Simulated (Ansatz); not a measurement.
Planning a run of Ansatz 0.2.0 on Diamond (Fd-3m, 2 atoms a cell). The input:

```yaml
crystal:
  lattice:
    - [0.0, 1.78337, 1.78337]
    - [1.78337, 0.0, 1.78337]
    - [1.78337, 1.78337, 0.0]
  atoms:
    - { symbol: C, position: [0.0, 0.0, 0.0] }
    - { symbol: C, position: [0.25, 0.25, 0.25] }
kpoints:
  mp_grid: { grid: [12, 12, 12] }
hamiltonian:
  xc: pbe
  pseudopotentials: { kind: paw, azcp: { folder: soft_1 } }
scf:
  occupations: { method: fixed }
gw:
  n_empty_bands: 25
  ecut_chi: 100
  qp_bands: [v2, c2]
  qp_kpoints: band_edges
  screening: { model: contour_deformation }
```

```sh
ansatz run input.yaml --threads 3 --pin off --max-ram 92160MiB --backend cuda --events-out ev --progress --plain --runs-dir out --devices 1 --max-vram 13GiB
```

How long will it take on 1 × NVIDIA H100 80GB HBM3 (shared by 6 runs) with 3 threads of AMD EPYC 7R13 (Zen 3), shared host, and how much memory?

It took 43 s; on shared hardware allow 22 s to 86 s. Peak host memory was 0.97 GiB. The sizes that set the cost: 229 plane waves a state, 72 irreducible k points, 29 bands summed, 27 plane waves in the screening and 5 SCF cycles.

The screening grows as filled bands × empty bands × pairs of k points, times the square of the screening basis for the matrix.

[Paths, hosts, dates, memory and timing lines, banners, echoed tables and standing remarks are left out of the program output.]

[Logs are printed without paths, hosts, clocks, repeated set-up lines and the standing remarks that a program may print on its own settings, such as how far it seeks lower states.]

[Runs of the session that timed out or met a known fault of the program may be left out.]

[Cells called generated may have been cut or substituted from an entry of the Crystallography Open Database or the Materials Project.]

[Hosts, paths, dates, database ids (printed as entryN), source tags and the programs' standing remarks are cut or masked in the printed files.]
